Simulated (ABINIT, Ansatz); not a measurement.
## K2LiAlF6 (Fm-3m): G0W0 on several meshes in ABINIT

How does the mesh move the gap of K2LiAlF6 (Fm-3m)?

Program: ABINIT 10.8.3. Level of theory: LDA and many-body steps on it, plane waves. Results are calculated unless marked as measured.

Report form: the programs' logs are mostly left out.

**1. Starting point**

The structure is cubic, space group Fm-3m (No. 225). The conventional cell has a = 7.842 Å, b = 7.842 Å, c = 7.842 Å, α = 90.00°, β = 90.00°, γ = 90.00°. K has 12 F at 2.78 Å nearest. Li has 6 F at 2.11 Å nearest. Nearest to Al lie 6 F at 1.81 Å. Nearest to F lie 1 Al at 1.81 Å and 1 Li at 2.11 Å and 4 K at 2.78 Å. Farther neighbours and most contacts between anions are not listed.

The cell and positions come from the Crystallography Open Database and are kept as given unless a step says otherwise.

**2. Empty states on the mesh, 2×2×2 mesh, 250 bands**

This step: ABINIT 10.8.3; DFT, LDA, plane waves, norm-conserving pseudopotentials.

The sums over transitions need many empty states on a uniform mesh; this step solves for them.

File run.abi:

```
acell 3*1.0 Angstrom
rprim 
  0.000000000000 3.921000000000 3.921000000000
  3.921000000000 0.000000000000 3.921000000000
  3.921000000000 3.921000000000 -0.000000000000
ntypat 4
znucl 19 3 13 9
natom 10
typat 1 1 2 3 4 4 4 4 4 4
xred 
  0.250000000000 0.250000000000 0.250000000000
  0.750000000000 0.750000000000 0.750000000000
  0.500000000000 0.500000000000 0.500000000000
  0.000000000000 -0.000000000000 0.000000000000
  0.768900000000 0.231100000000 0.231100000000
  0.231100000000 0.768900000000 0.231100000000
  0.231100000000 0.768900000000 0.768900000000
  0.768900000000 0.231100000000 0.768900000000
  0.231100000000 0.231100000000 0.768900000000
  0.768900000000 0.768900000000 0.231100000000
pp_dirpath "pseudos"
pseudos "K.upf, Li.upf, Al.upf, F.upf"
ecut 36
ngkpt 2 2 2
nshiftk 1
shiftk 0 0 0
kptopt 1
chksymbreak 0
iscf -2
irdden 1
istwfk *1
nband 250
nbdbuf 22
tolwfr 1e-09
nstep 60
prtvol 0
indata_prefix "in"
outdata_prefix "out"
tmpdata_prefix "tmp"
```

Run with:

```bash
OMP_NUM_THREADS=1 mpirun -n 4 abinit run.abi > log
```

Run time: 3.6 min. Hardware: 4 MPI ranks of Arm Neoverse N1, shared host; peak memory 0.48 GiB.

This step gave:

```
gap                                                           : 7.553 eV
k of the valence top                                          : 0, 0, 0
k of the conduction bottom                                    : 0, 0, 0
least direct gap                                              : 7.553 eV
k points computed                                             : 3
lowest point of the top converged band, above the valence top : 75.7097 eV
```

On this mesh the gap is 7.553 eV.

The density comes from a self-consistent run that is not shown.

**3. Screening, 2×2×2 mesh, 112 bands, screening to 114.3 eV**

The RPA dielectric matrix is built and inverted for each q.

This step: RPA screening on LDA, plane waves, norm-conserving pseudopotentials.

run.abi: that of step 2 with these lines changed.

```diff
@@ -28,10 +28,11 @@
 chksymbreak 0
-iscf -2
-irdden 1
 istwfk *1
-nband 250
-nbdbuf 22
-tolwfr 1e-09
-nstep 60
-prtvol 0
+occopt 1
+irdwfk 1
+optdriver 3
+nband 112
+ecuteps 4.2
+inclvkb 2
+awtr 1
+symchi 1
 indata_prefix "in"
```

It took 54 s on 4 MPI ranks; peak memory 1.5 GiB.

Numbers from this step:

```
ε∞ with local fields, on this mesh, along the program's q direction : 2.052
the same without local fields                                       : 2.200
plasma frequency                                                    : 27.47 eV
plane waves in the screening matrix                                 : 331
```

Local fields lower ε∞ by 7 %. On a Γ-centred mesh this coarse the value itself is usually too large, while a short band sum pulls it down.

**4. 2×2×2**

The self-energy is evaluated for the states that the input lists, and the levels follow from it, in one-shot runs by the linearised quasiparticle equation.

This step: G0W0 on LDA, plane waves, norm-conserving pseudopotentials.

run.abi: that of step 3 with these lines changed.

```diff
@@ -31,8 +31,15 @@
 irdwfk 1
-optdriver 3
+optdriver 4
 nband 112
+gwcalctyp 0
+ecutsigx 36
+symsigma 1
+nkptgw 1
+kptgw 
+  0.0000000000 0.0000000000 0.0000000000
+bdgw 
+  31 36
 ecuteps 4.2
-inclvkb 2
-awtr 1
-symchi 1
+irdscr 1
+ppmodel 1
 indata_prefix "in"
```

It took 12 s on 4 MPI ranks; peak memory 1.3 GiB; 49 s of CPU time.

This step gave:

```yaml
g0w0_gap_on_the_points_computed: 11.93 eV
starting_gap_on_the_mesh: 7.553 eV
k_of_the_valence_top: 0, 0, 0
k_of_the_conduction_bottom: 0, 0, 0
z_at_the_valence_top: 0.828
z_at_the_conduction_bottom: 0.898
least_direct_g0w0_gap_on_the_computed_points: 11.93 eV
```

The gap on the mesh goes from 7.55 eV to 11.93 eV, a correction of +4.38 eV.

**5. Empty states on the mesh, 4×4×4 mesh, 122 bands**

This step: DFT, LDA, plane waves, norm-conserving pseudopotentials.

run.abi: that of step 4 with these lines changed.

```diff
@@ -23,3 +23,3 @@
 ecut 36
-ngkpt 2 2 2
+ngkpt 4 4 4
 nshiftk 1
@@ -28,18 +28,10 @@
 chksymbreak 0
+iscf -2
+irdden 1
 istwfk *1
-occopt 1
-irdwfk 1
-optdriver 4
-nband 112
-gwcalctyp 0
-ecutsigx 36
-symsigma 1
-nkptgw 1
-kptgw 
-  0.0000000000 0.0000000000 0.0000000000
-bdgw 
-  31 36
-ecuteps 4.2
-irdscr 1
-ppmodel 1
+nband 122
+nbdbuf 10
+tolwfr 1e-09
+nstep 60
+prtvol 0
 indata_prefix "in"
```

It took 2.5 min on 4 MPI ranks; peak memory 0.5 GiB; 9.9 min of CPU time.

This step gave:

- gap: 7.553 eV
- k of the valence top: 0, 0, 0
- k of the conduction bottom: 0, 0, 0
- least direct gap: 7.553 eV
- k points computed: 8
- lowest point of the top converged band, above the valence top: 41.00 eV

On this mesh the gap is 7.553 eV.

**6. Screening, 4×4×4 mesh, 112 bands, screening to 114.3 eV**

This step: RPA screening on LDA, plane waves, norm-conserving pseudopotentials.

run.abi: that of step 5 with these lines changed.

```diff
@@ -28,10 +28,11 @@
 chksymbreak 0
-iscf -2
-irdden 1
 istwfk *1
-nband 122
-nbdbuf 10
-tolwfr 1e-09
-nstep 60
-prtvol 0
+occopt 1
+irdwfk 1
+optdriver 3
+nband 112
+ecuteps 4.2
+inclvkb 2
+awtr 1
+symchi 1
 indata_prefix "in"
```

Elapsed: 6.7 min, on 4 MPI ranks; peak memory 2.7 GiB; 27 min of CPU time.

This step gave:

| Property | Result |
| --- | --- |
| ε∞ with local fields, on this mesh, along the program's q direction | 2.031 |
| the same without local fields | 2.178 |
| plasma frequency | 27.47 eV |
| plane waves in the screening matrix | 331 |

**7. 4×4×4**

This step: G0W0 on LDA, plane waves, norm-conserving pseudopotentials.

run.abi: that of step 6 with these lines changed.

```diff
@@ -31,8 +31,15 @@
 irdwfk 1
-optdriver 3
+optdriver 4
 nband 112
+gwcalctyp 0
+ecutsigx 36
+symsigma 1
+nkptgw 1
+kptgw 
+  0.0000000000 0.0000000000 0.0000000000
+bdgw 
+  31 36
 ecuteps 4.2
-inclvkb 2
-awtr 1
-symchi 1
+irdscr 1
+ppmodel 1
 indata_prefix "in"
```

The job ended after 23 s (4 MPI ranks; peak memory 1.8 GiB; 91 s of CPU time).

This step gave:

| Item | Value |
| --- | --- |
| G0W0 gap on the points computed | 12.10 eV |
| starting gap on the mesh | 7.553 eV |
| k of the valence top | 0, 0, 0 |
| k of the conduction bottom | 0, 0, 0 |
| Z at the valence top | 0.824 |
| Z at the conduction bottom | 0.895 |
| least direct G0W0 gap on the computed points | 12.10 eV |

Against G0W0 in ABINIT (2×2×2 mesh, 112 bands, screening to 114.3 eV, Godby-Needs plasmon pole), the gap moves by +0.169 eV.

**8. Side by side**

Times are wall times on 4 MPI ranks of Arm Neoverse N1, shared host, good to a factor of about two. A run's time includes the screening step that it read.

```tsv
run	mesh	bands	screening cutoff (eV)	DFT gap (eV)	gap on the mesh (eV)	direct (eV)	ε∞ used	time
2×2×2	2×2×2	112	114.3	7.553	11.929	11.929	2.05	66 s
4×4×4	4×4×4	112	114.3	7.553	12.098	12.098	2.03	7.1 min
```

**9. Summary of results**

- 2×2×2: 11.929 eV
- 4×4×4: 12.098 eV
- known limits: not at the basis limit; coarse k mesh

What this shows: 4×4×4: +0.169 eV against 2×2×2. Bands and cutoff are finite, so the gap is not at the basis limit. The miss can reach some tenths of an eV and take either sign; the mesh is an error of its own. In the G0W0 runs levels were corrected at 1 k point alone, so a gap called «on the mesh» is the least over those, and an edge elsewhere would be missed. The 2×2×2 mesh is coarse for this cell, which bears on the long-range parts of exchange and screening.

[Paths, hosts, dates, memory and timing lines, banners, echoed tables and standing remarks are left out of the program output.]

[Logs are printed without paths, hosts, clocks, repeated set-up lines and the standing remarks that a program may print on its own settings, such as how far it seeks lower states.]

[Runs of the session that timed out or met a known fault of the program may be left out.]

[Hosts, paths, dates, database ids (printed as entryN), source tags and the programs' standing remarks are cut or masked in the printed files.]

[G0W0 gaps are taken among the corrected bands and points alone; a level outside them can change the order at an edge.]

[Where Ansatz stands beside ABINIT at settings called matched, ABINIT's density can come from a denser mesh and the files from another edition; pairs whose starting gaps differed by over 0.03 eV were left out, so agreement reads better than it is.]
